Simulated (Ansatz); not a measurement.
**A hypothetical structure for YAl2As2**

This structure for YAl2As2 is made up. Its elements were placed in a known structure type with a cell scaled to their sizes. What cell does the guess relax to, and how far off was it?

Program: Ansatz 0.2.0. Level of theory: DFT, r2SCAN, plane-wave PAW, files of the set soft_1, scalar-relativistic, no spin, cell and ions relaxed at zero pressure; PAW set soft_1. Results are calculated unless marked as measured.

## Step 1: Starting point

It takes space group P-3m1 (No. 164, trigonal). The conventional cell has a = 4.312 Å, b = 4.312 Å, c = 7.264 Å, α = 90.00°, β = 90.00°, γ = 120.00°. Y has 6 As at 3.11 Å nearest. Nearest to As lie 4 Al at 2.64 to 2.65 Å and 3 Y at 3.11 Å. Nearest to Al lie 4 As at 2.64 to 2.65 Å. Farther neighbours are not listed.

## Step 2: Relaxing cell and atoms

The guess takes its coordinates from another compound and its volume from a rule, so the cell and any free coordinates are relaxed together.

Input file input.yaml:

```yaml
crystal:
  lattice:
    - [4.312, 0.0, 0.0]
    - [-2.156, 3.734301541, 0.0]
    - [0.0, 0.0, 7.264]
  atoms:
    - { symbol: "Y", position: [0.0, 0.0, 0.0] }
    - { symbol: As, position: [0.666666667, 0.333333333, 0.7436] }
    - { symbol: As, position: [0.333333333, 0.666666667, 0.2564] }
    - { symbol: Al, position: [0.666666667, 0.333333333, 0.3805] }
    - { symbol: Al, position: [0.333333333, 0.666666667, 0.6195] }
kpoints:
  mp_grid: { grid: [7, 7, 4] }
scf:
  occupations: { method: fermi_dirac, width: 0.05 }
hamiltonian:
  xc: r2scan
  pseudopotentials: { kind: paw, azcp: { folder: soft_1 } }
relax:
  f_tol: 0.015
  max_steps: 70
  cell: {}
output:
  forces: true
  stress: true
```

Command:

```
$ ansatz run input.yaml --threads 4 --pin off --max-ram 8192MiB --backend cpu --events-out ev --progress --plain --runs-dir out
```

Numbers of over 12 decimals in the logs are rounded to 6 here.

What it wrote:

```text
Engine: ansatz 0.2.0, aarch64-unknown-linux-gnu
Pseudopotentials: kind: paw
Pseudopotential: Y, paw, valence charge 11, recommended cutoff 500 eV (meta_gga), soft_1/Y.paw.azcp
Pseudopotential: As, paw, valence charge 15, recommended cutoff 500 eV (meta_gga), soft_1/As.paw.azcp
Pseudopotential: Al, paw, valence charge 3, recommended cutoff 500 eV (meta_gga), soft_1/Al.paw.azcp
Functional definition: r2SCAN
  parameter k0 = 0.174
  parameter k1 = 0.065
  parameter a1 = 4.9479
  exchange = r2scan_x(k0 = k0, k1 = k1, a1 = a1)
  correlation = r2scan_c
Crystal: 5 atoms, lattice volume = 116.967 Å³
Basis set: ecut = 500 eV, 2961 PW (Γ), exchange–correlation on 128×128×216 points (64 copies of the dense FFT grid, shifted against one another)
Bands: 29, of which v1, the nominal top of the filled ones, is band 24 counted from 1 (23 counted from 0)
Symmetry: 12 space group operations
Space group: P-3m1 (ITA 164), of the structure as read, at distance tolerance 4.9e-5 Å
k-points: 28 of 196
Non-local potential: Y, projectors of the file, l = 0: 3, l = 1: 2, l = 2: 2, l = 3: 1
Non-local potential: As, projectors of the file, l = 0: 2, l = 1: 2, l = 2: 3, l = 3: 1
Non-local potential: Al, projectors of the file, l = 0: 2, l = 1: 2, l = 2: 1
PAW form: soft (Blöchl's): semilocal exchange-correlation on the pseudo side does not see the compensation charge
PAW frozen core: Y, regenerated for the run's functional (the file was generated under x = pbe(κ = 0.804, μ = 0.219515), c = pbe(β = 0.066725))
PAW frozen core: As, regenerated for the run's functional (the file was generated under x = pbe(κ = 0.804, μ = 0.219515), c = pbe(β = 0.066725))
PAW frozen core: Al, regenerated for the run's functional (the file was generated under x = pbe(κ = 0.804, μ = 0.219515), c = pbe(β = 0.066725))
PAW one-centre angular grid: Y, 590 points (default); XC on 160 Gauss nodes
PAW one-centre angular grid: As, 590 points (default); XC on 160 Gauss nodes
PAW one-centre angular grid: Al, 302 points (default); XC on 160 Gauss nodes
Initial density: superposition of atomic densities (chi_scale 0.1, normalization cell, long waves kept (reshape's long-wave potential 0.08 eV rms))
Initial wavefunctions: pseudopotential atomic-orbital guess
Functional: x = r2scan, c = r2scan; τ floored in thin density (d = 2e-4 eV/Å³)
SCF iter   1: F=—  HF=-14672.039206 eV  |F-HF|=—  |Δ(HF+E_count)|=         —  Δρ=3.49e-2  dr2=5.62e0  dr2_τ=7.03e-2  ethr=3.10e-3  ⟨swp⟩=6.1  Hψ=3282  notcnv=0
preconditioner: auto → Kerker (q_TF=auto, 2.344 Å⁻¹)  [metal: Δε(μ)=0.047 eV  Ē_g=6.976 eV  σ=0.050 eV  W_gap=0.22  n_scr=22 (ndim 8)  ℏωp=15.0 eV  f_vac=0.000  D(μ)=3.71/eV (n_scr^D=22)]
SCF iter   2: F=—  HF=-14671.513015 eV  |F-HF|=—  |Δ(HF+E_count)|=   5.26e-1  Δρ=1.88e-2  dr2=1.35e0  dr2_τ=2.91e-2  ethr=3.10e-3  ⟨swp⟩=3.0  Hψ=1263  notcnv=0
SCF iter   3: F=—  HF=-14671.423075 eV  |F-HF|=—  |Δ(HF+E_count)|=   8.99e-2  Δρ=5.91e-3  dr2=1.41e-1  dr2_τ=6.30e-3  ethr=2.88e-3  ⟨swp⟩=2.9  Hψ=1062  notcnv=0
SCF iter   4: F=—  HF=-14671.415419 eV  |F-HF|=—  |Δ(HF+E_count)|=   7.66e-3  Δρ=2.14e-3  dr2=1.55e-2  dr2_τ=2.09e-4  ethr=3.00e-4  ⟨swp⟩=2.9  Hψ=1739  notcnv=0
SCF iter   5: F=—  HF=-14671.411080 eV  |F-HF|=—  |Δ(HF+E_count)|=   4.34e-3  Δρ=1.28e-3  dr2=4.84e-3  dr2_τ=1.62e-5  ethr=3.29e-5  ⟨swp⟩=2.0  Hψ=1557  notcnv=0
SCF iter   6: F=—  HF=-14671.411681 eV  |F-HF|=—  |Δ(HF+E_count)|=   6.01e-4  Δρ=4.54e-4  dr2=8.63e-4  dr2_τ=4.73e-6  ethr=1.03e-5  ⟨swp⟩=2.0  Hψ=1062  notcnv=0
SCF iter   7: F=—  HF=-14671.411727 eV  |F-HF|=—  |Δ(HF+E_count)|=   4.64e-5  Δρ=1.08e-4  dr2=1.80e-5  dr2_τ=7.82e-7  ethr=1.84e-6  ⟨swp⟩=2.0  Hψ=1048  notcnv=0
SCF iter   8: F=—  HF=-14671.411737 eV  |F-HF|=—  |Δ(HF+E_count)|=   9.41e-6  Δρ=2.80e-5  dr2=2.30e-6  dr2_τ=2.45e-8  ethr=3.83e-8  ⟨swp⟩=2.0  Hψ=1143  notcnv=0
SCF iter   9: F=—  HF=-14671.411737 eV  |F-HF|=—  |Δ(HF+E_count)|=   6.58e-7  Δρ=9.90e-6  dr2=2.50e-7  dr2_τ=2.67e-9  ethr=4.88e-9  ⟨swp⟩=3.0  Hψ=1608  notcnv=0
SCF iter  10: F=-14671.411737 eV  HF=-14671.411737 eV  |F-HF|=9.07e-9  |Δ(HF+E_count)|=   1.24e-7  Δρ=2.89e-6  dr2=1.99e-8  dr2_τ=1.83e-10  ethr=2.13e-10  ⟨swp⟩=4.6  Hψ=2575  notcnv=0
SCF 1 converged in 10 iterations: F = -14671.411737 eV  dr2 = 1.99e-8
  greatest PAW one-centre occupation: 0.999 electrons in one spin orbital (limit 2), on the As atom at site 2 (counted from 0), in its partial waves of l = 2
relax step   1: F+E_penalty+E_count = -14671.41173750 eV  Δ(F+E_penalty+E_count) = +0.000e0 eV  max|allowed force component| = 6.671e-1 eV/Å  Δτ_max = 0.0000 Å  P = -5.098 GPa  Ω = 116.967 Å³  (10 SCF iters, dr2 threshold 1.00e-7 eV, accepted)
Crystal: 5 atoms, lattice volume = 105.984 Å³
Basis set: ecut = 500 eV, 2743 PW (Γ), exchange–correlation on 128×128×216 points (64 copies of the dense FFT grid, shifted against one another)
Initial density: handed on by an earlier stage of this run
Initial wavefunctions: those handed on with the density
iter 1 solved again at ethr=7.55e-4 eV; its pass at ethr=3.10e-3 eV (dr2=3.55e-1 eV) is discarded
SCF iter   1: F=—  HF=-14671.630794 eV  |F-HF|=—  |Δ(HF+E_count)|=         —  Δρ=7.73e-3  dr2=3.53e-1  dr2_τ=1.16e-1  ethr=7.55e-4  ⟨swp⟩=1.0  Hψ=4397  notcnv=0
preconditioner: auto → Kerker (q_TF=auto, 2.383 Å⁻¹)  [metal: Δε(μ)=0.028 eV  Ē_g=7.680 eV  σ=0.050 eV  W_gap=0.14  n_scr=22 (ndim 8)  ℏωp=15.7 eV  f_vac=0.000  D(μ)=4.33/eV (n_scr^D=34)]
SCF iter   2: F=—  HF=-14671.751970 eV  |F-HF|=—  |Δ(HF+E_count)|=   1.21e-1  Δρ=4.27e-3  dr2=1.04e-1  dr2_τ=1.85e-3  ethr=7.50e-4  ⟨swp⟩=2.4  Hψ=1132  notcnv=0
SCF iter   3: F=—  HF=-14671.738908 eV  |F-HF|=—  |Δ(HF+E_count)|=   1.31e-2  Δρ=1.14e-3  dr2=6.35e-3  dr2_τ=1.88e-4  ethr=2.22e-4  ⟨swp⟩=3.0  Hψ=1208  notcnv=0
SCF iter   4: F=—  HF=-14671.738547 eV  |F-HF|=—  |Δ(HF+E_count)|=   3.61e-4  Δρ=4.71e-4  dr2=5.76e-4  dr2_τ=2.12e-5  ethr=1.35e-5  ⟨swp⟩=3.0  Hψ=1544  notcnv=0
SCF iter   5: F=—  HF=-14671.738500 eV  |F-HF|=—  |Δ(HF+E_count)|=   4.63e-5  Δρ=2.82e-4  dr2=1.71e-4  dr2_τ=2.47e-6  ethr=1.23e-6  ⟨swp⟩=2.0  Hψ=1446  notcnv=0
SCF iter   6: F=—  HF=-14671.738538 eV  |F-HF|=—  |Δ(HF+E_count)|=   3.76e-5  Δρ=9.59e-5  dr2=1.97e-5  dr2_τ=5.56e-7  ethr=3.64e-7  ⟨swp⟩=3.0  Hψ=1568  notcnv=0
SCF iter   7: F=—  HF=-14671.738543 eV  |F-HF|=—  |Δ(HF+E_count)|=   5.42e-6  Δρ=2.56e-5  dr2=1.06e-6  dr2_τ=8.00e-8  ethr=4.18e-8  ⟨swp⟩=2.0  Hψ=1060  notcnv=0
SCF iter   8: F=-14671.738544 eV  HF=-14671.738544 eV  |F-HF|=3.35e-8  |Δ(HF+E_count)|=   2.53e-7  Δρ=7.11e-6  dr2=7.01e-8  dr2_τ=9.23e-10  ethr=1.06e-9  ⟨swp⟩=4.7  Hψ=2578  notcnv=0
SCF 2 converged in 8 iterations: F = -14671.738544 eV  dr2 = 7.01e-8
[...]
SCF iter   5: F=—  HF=-14672.045880 eV  |F-HF|=—  |Δ(HF+E_count)|=   3.39e-5  Δρ=1.85e-4  dr2=6.00e-5  dr2_τ=6.03e-7  ethr=6.40e-7  ⟨swp⟩=2.0  Hψ=1459  notcnv=0
SCF iter   6: F=—  HF=-14672.045855 eV  |F-HF|=—  |Δ(HF+E_count)|=   2.52e-5  Δρ=1.17e-4  dr2=2.11e-5  dr2_τ=1.90e-7  ethr=1.28e-7  ⟨swp⟩=2.0  Hψ=1448  notcnv=0
SCF iter   7: F=—  HF=-14672.045859 eV  |F-HF|=—  |Δ(HF+E_count)|=   4.58e-6  Δρ=3.12e-5  dr2=8.09e-7  dr2_τ=1.84e-8  ethr=4.49e-8  ⟨swp⟩=2.0  Hψ=1055  notcnv=0
SCF iter   8: F=-14672.045860 eV  HF=-14672.045860 eV  |F-HF|=3.36e-8  |Δ(HF+E_count)|=   7.40e-7  Δρ=9.53e-6  dr2=1.16e-7  dr2_τ=2.63e-9  ethr=1.06e-9  ⟨swp⟩=4.4  Hψ=2581  notcnv=0
SCF 3 converged in 8 iterations: F = -14672.045860 eV  dr2 = 1.16e-7
relax step   3: F+E_penalty+E_count = -14672.04585992 eV  Δ(F+E_penalty+E_count) = -3.073e-1 eV  max|allowed force component| = 4.091e-1 eV/Å  Δτ_max = 0.1692 Å  P = +2.284 GPa  Ω = 101.714 Å³  energy of the carried Pulay correction = +1.875e-3 eV  (8 SCF iters, dr2 threshold 5.00e-7 eV, accepted)
[...]
relax step   4: F+E_penalty+E_count = -14672.19378446 eV  Δ(F+E_penalty+E_count) = -1.479e-1 eV  max|allowed force component| = 4.336e-1 eV/Å  Δτ_max = 0.1542 Å  P = +2.027 GPa  Ω = 102.533 Å³  energy of the carried Pulay correction = +1.767e-3 eV  (7 SCF iters, dr2 threshold 5.00e-7 eV, accepted)
[...]
relax step   5: F+E_penalty+E_count = -14672.23840595 eV  Δ(F+E_penalty+E_count) = -4.462e-2 eV  max|allowed force component| = 1.920e-1 eV/Å  Δτ_max = 0.0859 Å  P = +0.324 GPa  Ω = 104.737 Å³  energy of the carried Pulay correction = +1.482e-3 eV  (7 SCF iters, dr2 threshold 5.00e-7 eV, accepted)
[...]
relax step   6: F+E_penalty+E_count = -14672.24404817 eV  Δ(F+E_penalty+E_count) = -5.642e-3 eV  max|allowed force component| = 9.560e-2 eV/Å  Δτ_max = 0.0259 Å  P = +0.099 GPa  Ω = 105.152 Å³  energy of the carried Pulay correction = +1.430e-3 eV  (6 SCF iters, dr2 threshold 5.00e-7 eV, accepted)
[...]
relax step   7: F+E_penalty+E_count = -14672.24573114 eV  Δ(F+E_penalty+E_count) = -1.683e-3 eV  max|allowed force component| = 1.203e-2 eV/Å  Δτ_max = 0.0224 Å  P = +0.081 GPa  Ω = 105.309 Å³  energy of the carried Pulay correction = +1.409e-3 eV  (6 SCF iters, dr2 threshold 5.00e-7 eV, accepted)
[...]
relax step   8: F+E_penalty+E_count = -14672.24573945 eV  Δ(F+E_penalty+E_count) = -8.306e-6 eV  max|allowed force component| = 4.438e-3 eV/Å  Δτ_max = 0.0028 Å  P = -0.054 GPa  Ω = 105.510 Å³  energy of the carried Pulay correction = +1.384e-3 eV  (6 SCF iters, dr2 threshold 3.07e-8 eV, accepted)
[...]
relax step   9: F+E_penalty+E_count = -14672.24576885 eV  Δ(F+E_penalty+E_count) = -2.940e-5 eV  max|allowed force component| = 7.195e-4 eV/Å  Δτ_max = 0.0011 Å  P = -0.000 GPa  Ω = 105.426 Å³  energy of the carried Pulay correction = +1.395e-3 eV  (5 SCF iters, dr2 threshold 9.31e-9 eV, accepted)
Basis set: ecut = 500 eV, 2645 PW (Γ), exchange–correlation on 144×144×180 points (64 copies of the dense FFT grid, shifted against one another)
Initial wavefunctions: pseudopotential atomic-orbital guess (no wavefunctions were taken with the density)
iter 1 solved again at ethr=4.37e-8 eV; its pass at ethr=3.10e-3 eV (dr2=2.05e-5 eV) is discarded
SCF iter   1: F=—  HF=-14672.245032 eV  |F-HF|=—  |Δ(HF+E_count)|=         —  Δρ=1.34e-4  dr2=1.65e-6  dr2_τ=1.48e-5  ethr=4.37e-8  ⟨swp⟩=4.0  Hψ=5933  notcnv=0
preconditioner: auto → Kerker (q_TF=auto, 2.385 Å⁻¹)  [metal: Δε(μ)=0.064 eV  Ē_g=7.789 eV  σ=0.050 eV  W_gap=0.29  n_scr=22 (ndim 8)  ℏωp=15.8 eV  f_vac=0.002  D(μ)=2.45/eV (n_scr^D=22)]
SCF iter   2: F=—  HF=-14672.245049 eV  |F-HF|=—  |Δ(HF+E_count)|=   1.74e-5  Δρ=7.01e-5  dr2=4.55e-7  dr2_τ=9.61e-7  ethr=3.50e-9  ⟨swp⟩=2.0  Hψ=1483  notcnv=0
SCF iter   3: F=—  HF=-14672.245054 eV  |F-HF|=—  |Δ(HF+E_count)|=   4.89e-6  Δρ=3.16e-6  dr2=4.31e-9  dr2_τ=1.15e-9  ethr=9.68e-10  ⟨swp⟩=2.0  Hψ=1483  notcnv=0
SCF iter   4: F=—  HF=-14672.245054 eV  |F-HF|=—  |Δ(HF+E_count)|=   1.37e-8  Δρ=7.16e-7  dr2=4.68e-10  dr2_τ=5.15e-11  ethr=9.17e-12  ⟨swp⟩=2.0  Hψ=1497  notcnv=0
SCF iter   5: F=—  HF=-14672.245054 eV  |F-HF|=—  |Δ(HF+E_count)|=  7.17e-10  Δρ=3.28e-7  dr2=1.53e-10  dr2_τ=4.93e-12  ethr=1.00e-12  ⟨swp⟩=2.0  Hψ=1455  notcnv=0
SCF iter   6: F=-14672.245054 eV  HF=-14672.245054 eV  |F-HF|=1.46e-11  |Δ(HF+E_count)|=  3.46e-11  Δρ=1.29e-7  dr2=3.09e-11  dr2_τ=3.94e-13  ethr=1.00e-12  ⟨swp⟩=4.2  Hψ=2904  notcnv=0
SCF 10 converged in 6 iterations: F = -14672.245054 eV  dr2 = 3.09e-11
relax step  10: F+E_penalty+E_count = -14672.24505424 eV  Δ(F+E_penalty+E_count) = +7.146e-4 eV  max|allowed force component| = 5.289e-4 eV/Å  Δτ_max = 0.0000 Å  P = -0.003 GPa  Ω = 105.426 Å³  stress off target by 8.05e-3 GPa  SCF on the basis re-selected at this cell (its energy is not comparable with the rows above)  (6 SCF iters)
basis re-selected at this cell: Δ(F+E_penalty+E_count) = +7.146e-4 eV, ΔP = -0.003 GPa vs the last step (what re-selecting the basis moved, of the pressure what is left beyond the Pulay correction that the steps carried, after the strain that the cell walked since its last selection, with what the two solves' SCF thresholds leave and, on support functions, any second-order correction that the steps lacked; it is no measure of the basis error at this ecutwfc). The dense FFT grid was sized anew with the basis: this SCF ran on 36×36×45 points, the steps before it on 32×32×54, so part of this shift can come from that change (see relax.cell in the input reference). [rest of the remark cut]
SCF converged after 6 iterations
Free energy (F): -14672.245054 eV
Harris-Foulkes:  -14672.245054 eV  (|F-HF|=1.46e-11)
Internal energy: -14672.224231 eV  (E = F + TS)
E sigma→0 (E₀):  -14672.234643 eV
Entropy (-TS):   -0.020823 eV (-4.165 meV/atom)
Fermi energy:    10.364515 eV
--- Per-component energies (eV) ---
  E_band       = -611.131548
  E_kinetic    = 558.763696
  E_local      = -5093.232692  (includes V_loc(G=0)·N_el)
  E_nonlocal   = -740.107128
  E_hartree    = 2690.074099
  E_xc         = -377.703763
  E_vxc        = -451.752737  (∫ρ·V_xc dr)
  E_paw        = -7831.422101  (= ΣΔE_a)
  E_vpaw       = -288.339291  (= ΣTr[D̂ρ^β])
  E_aug_tail   = 0.000044  (compensation charges beyond the density's cutoff)
  E_vtau       = 23.388428  (kinetic-family band-sum trace: ∫τ·v_τ [+ j·A + Jᵃ·Aᵃ] dr)
  E_ewald      = -3875.407429
  E_core_change = -3.188957  (= ΣΔE_core)
  E_smearing   = -0.020823  (= −TS)
  E_closure    = 0.000000  (closes the sum)
  Σ components = -14672.245054   (vs F -14672.245054, Δ=0.00e0)
--- Forces (eV/Å), atoms counted from 1 ---
  atom   1  Y      0.00000000     0.00000000     0.00000000
  atom   2  As    -0.00000000    -0.00000000    -0.00052891
  atom   3  As     0.00000000     0.00000000     0.00052891
  atom   4  Al     0.00000000    -0.00000000     0.00021135
  atom   5  Al     0.00000000     0.00000000    -0.00021135
  max |Σ_I F_I| component: 3.70e-17 eV/Å
--- Stress (GPa, compression-positive) ---
       -0.000543       0.000000       0.000000
       -0.000000      -0.000543      -0.000000
        0.000000      -0.000000      -0.008049
  P = ⅓ Tr σ = -0.0030 GPa (-0.030 kbar)
--- Relaxed structure (9 steps of the walk, 9 accepted, 1 SCFs on fresh bases) ---
  F+E_penalty+E_count = -14672.24505424 eV   max|allowed force component| = 5.289e-4 eV/Å   (the final SCF, on the basis selected at the relaxed cell)
  cell:  # Å, volume = 105.4255 Å³
    - [4.446900, 0.0, 0]
    - [-2.223450, 3.851128, 0]
    - [0, 0, 6.156024]
  atoms:
    - { symbol: Y, position: [0, 0, -7.641953638664347e-19] }
    - { symbol: As, position: [0.666667, 0.333333, 0.730996] }
    - { symbol: As, position: [0.333333, 0.666667, 0.269004] }
    - { symbol: Al, position: [0.666667, 0.333333, 0.325154] }
    - { symbol: Al, position: [0.333333, 0.666667, 0.674846] }
```

Run time: 29 s. Hardware: 4 threads of Arm Neoverse V2, shared host; peak memory 0.73 GiB.

Step by step:

| step | energy less that of the first step (eV) | largest force component (eV/Å) | pressure (GPa) | volume (Å³) |
| --- | --- | --- | --- | --- |
| 1 | 0.0000 | 0.6671 | -5.10 | 116.97 |
| 2 | -0.3268 | 0.6156 | -0.69 | 105.98 |
| 3 | -0.6341 | 0.4091 | 2.28 | 101.71 |
| 4 | -0.7820 | 0.4336 | 2.03 | 102.53 |
| 5 | -0.8267 | 0.1920 | 0.32 | 104.74 |
| 6 | -0.8323 | 0.0956 | 0.10 | 105.15 |
| 7 | -0.8340 | 0.0120 | 0.08 | 105.31 |
| 8 | -0.8340 | 0.0044 | -0.05 | 105.51 |
| 9 | -0.8340 | 0.0007 | 0.00 | 105.43 |
| 10* | -0.8333 | 0.0005 | 0.00 | 105.43 |

Relaxation steps marked * repeat the geometry before them on a plane-wave basis chosen anew for their cell, so energy and pressure can jump there.

The run keeps the 12 symmetry operations that it works with, so distortions that break them were not tested.

| cell as run | before | after | change |
| --- | --- | --- | --- |
| a (Å) | 4.312 | 4.447 | +3.1 % |
| b (Å) | 4.312 | 4.447 | +3.1 % |
| c (Å) | 7.264 | 6.156 | -15.3 % |
| volume (Å³/atom) | 23.39 | 21.09 | -9.9 % |

The atoms that moved most (Å, as changes of fractional coordinates times the final cell):

| atom | dx | dy | dz | length |
| --- | --- | --- | --- | --- |
| Al4 | 0.000 | 0.000 | -0.341 | 0.341 |
| Al5 | 0.000 | 0.000 | 0.341 | 0.341 |
| As2 | 0.000 | 0.000 | -0.078 | 0.078 |
| As3 | 0.000 | 0.000 | 0.078 | 0.078 |

Final coordinates:

```xyz
5
Lattice="4.4469 0.0000 0.0000 -2.2234 3.8511 0.0000 0.0000 0.0000 6.1560" Properties=species:S:1:pos:R:3 pbc="T T T"
Y     0.0000    0.0000    0.0000
As    2.2234    1.2837    4.5000
As    0.0000    2.5674    1.6560
Al    2.2234    1.2837    2.0017
Al    0.0000    2.5674    4.1544
```

This step gave:

```yaml
free_energy: -14672.2451 eV
energy_at_zero_smearing: -14672.2346 eV
smearing_term_ts: 0.02082 eV
fermi_energy: 10.36 eV
electrons: 47
symmetry_operations: 12
pressure: -0.003045 GPa
```

The shortest distance of each pair, which need not be the same contact before and after:

| pair | guess (Å) | relaxed (Å) |
| --- | --- | --- |
| Al–As | 2.638 | 2.498 |
| As–Y | 3.109 | 3.055 |
| Al–Y | 3.720 | 3.255 |
| Al–Al | 3.035 | 3.350 |
| As–As | 4.312 | 3.831 |

The relaxation ends with a largest force component of 5.3e-4 eV/Å and a pressure of 0.00 GPa.

## Step 3: Outcome

| Property | Result |
| --- | --- |
| space group, relaxed | P-3m1 |
| conventional cell | a = 4.447, b = 4.447, c = 6.156 Å; α = 90.0°, β = 90.0°, γ = 120.0° |
| volume per atom | 21.09 Å³ (guess 23.39) |

YAl2As2 relaxes to P-3m1 with a = 4.447, b = 4.447 and c = 6.156 Å. The guessed volume was 11 % too large. The space group P-3m1 was held in the relaxation, so the end point is a stationary structure within it and may be a saddle against distortions or other arrangements. Mesh and cutoff weren't tested. A vector of the cell changed its length by 15 %, more than the volume shows. No dispersion term is used, so weakly bound directions may come out too long. Nothing here tests whether the compound is stable against decomposition.

[Logs are printed without paths, hosts, clocks, repeated set-up lines and the standing remarks that a program may print on its own settings, such as how far it seeks lower states.]

[Hosts, paths, dates, database ids (printed as entryN), source tags and the programs' standing remarks are cut or masked in the printed files.]
